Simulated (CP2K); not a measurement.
Trifluoromethylethylene has these distinct C atoms: C1 (bonded to C and 2 H), C2 (bonded to 2 C and H) and C3 (bonded to C and 3 F).

```xyz
9

C    -1.2615    0.2517   -0.6202
C    -0.2264    0.5096    0.1785
C     0.9488   -0.4009    0.3449
F     0.8609   -1.5535   -0.3834
F     2.1081    0.2253   -0.0305
F     1.1264   -0.7559    1.6601
H    -2.0821    0.9626   -0.7087
H    -1.3190   -0.6652   -1.2056
H    -0.1553    1.4263    0.7651
```

Their partial C K spectra (CP2K XAS_TDP, all-electron GAPW, PBEh(45%), aug-cc-pVDZ, TDA, GW2X-corrected core level, no relativity) are given in random order, each times the number of alike atoms.

Gaussian full width 0.5 eV, oscillator strength per eV, alike atoms added, rows of zeros left out:

```csv
E (eV),curve 1,curve 2,curve 3
286.50,0.000,0.003,0.000
286.75,0.000,0.035,0.002
287.00,0.000,0.097,0.029
287.25,0.000,0.068,0.084
287.50,0.000,0.012,0.062
287.75,0.000,0.001,0.012
288.00,0.000,0.000,0.001
290.50,0.000,0.000,0.001
290.75,0.000,0.004,0.007
291.00,0.000,0.013,0.023
291.25,0.000,0.015,0.019
291.50,0.000,0.024,0.004
291.75,0.000,0.031,0.002
292.00,0.000,0.012,0.006
292.25,0.000,0.005,0.006
292.50,0.000,0.011,0.003
292.75,0.000,0.016,0.006
293.00,0.000,0.010,0.012
293.25,0.000,0.008,0.015
293.50,0.000,0.016,0.028
293.75,0.000,0.021,0.025
294.00,0.000,0.014,0.010
294.25,0.000,0.012,0.008
294.50,0.000,0.018,0.011
294.75,0.000,0.022,0.011
295.00,0.000,0.018,0.016
295.25,0.002,0.009,0.018
295.50,0.024,0.006,0.012
295.75,0.073,0.006,0.017
296.00,0.056,0.002,0.016
296.25,0.012,0.002,0.004
296.50,0.016,0.003,0.003
296.75,0.097,0.002,0.005
297.00,0.152,0.003,0.004
297.25,0.061,0.004,0.004
297.50,0.006,0.005,0.006
297.75,0.000,0.002,0.014
298.00,0.001,0.002,0.020
298.25,0.016,0.003,0.011
298.50,0.064,0.002,0.005
298.75,0.118,0.002,0.010
299.00,0.102,0.006,0.018
299.25,0.053,0.014,0.044
299.50,0.030,0.031,0.060
```

Which curve belongs to which atom?

Curve 1: C3 (bonded to C and 3 F), leading line at 295.83 eV (f = 0.041 an atom), ionisation energy 300.20 eV, term value 4.37 eV. Curve 2: C1 (bonded to C and 2 H), leading line at 287.06 eV (f = 0.054 an atom), ionisation energy 293.34 eV, term value 6.28 eV. Curve 3: C2 (bonded to 2 C and H), leading line at 287.32 eV (f = 0.047 an atom), ionisation energy 293.33 eV, term value 6.01 eV. The leading line of an atom is its first one with 35 % of the strongest within 2.5 eV of its lowest line over the strength cut. A line lies at the core ionisation energy, which rises as an atom loses charge to its neighbours or to a π system, less the term value, which is large for a low π* or σ* orbital with weight on that atom.

[Banner, clock and machine lines of the logs are left out without a mark of their own.]

[Logs are printed without paths, hosts, clocks, repeated set-up lines and the standing remarks that a program may print on its own settings, such as how far it seeks lower states.]

[Hosts, paths, dates, database ids (printed as entryN), source tags and the programs' standing remarks are cut or masked in the printed files.]
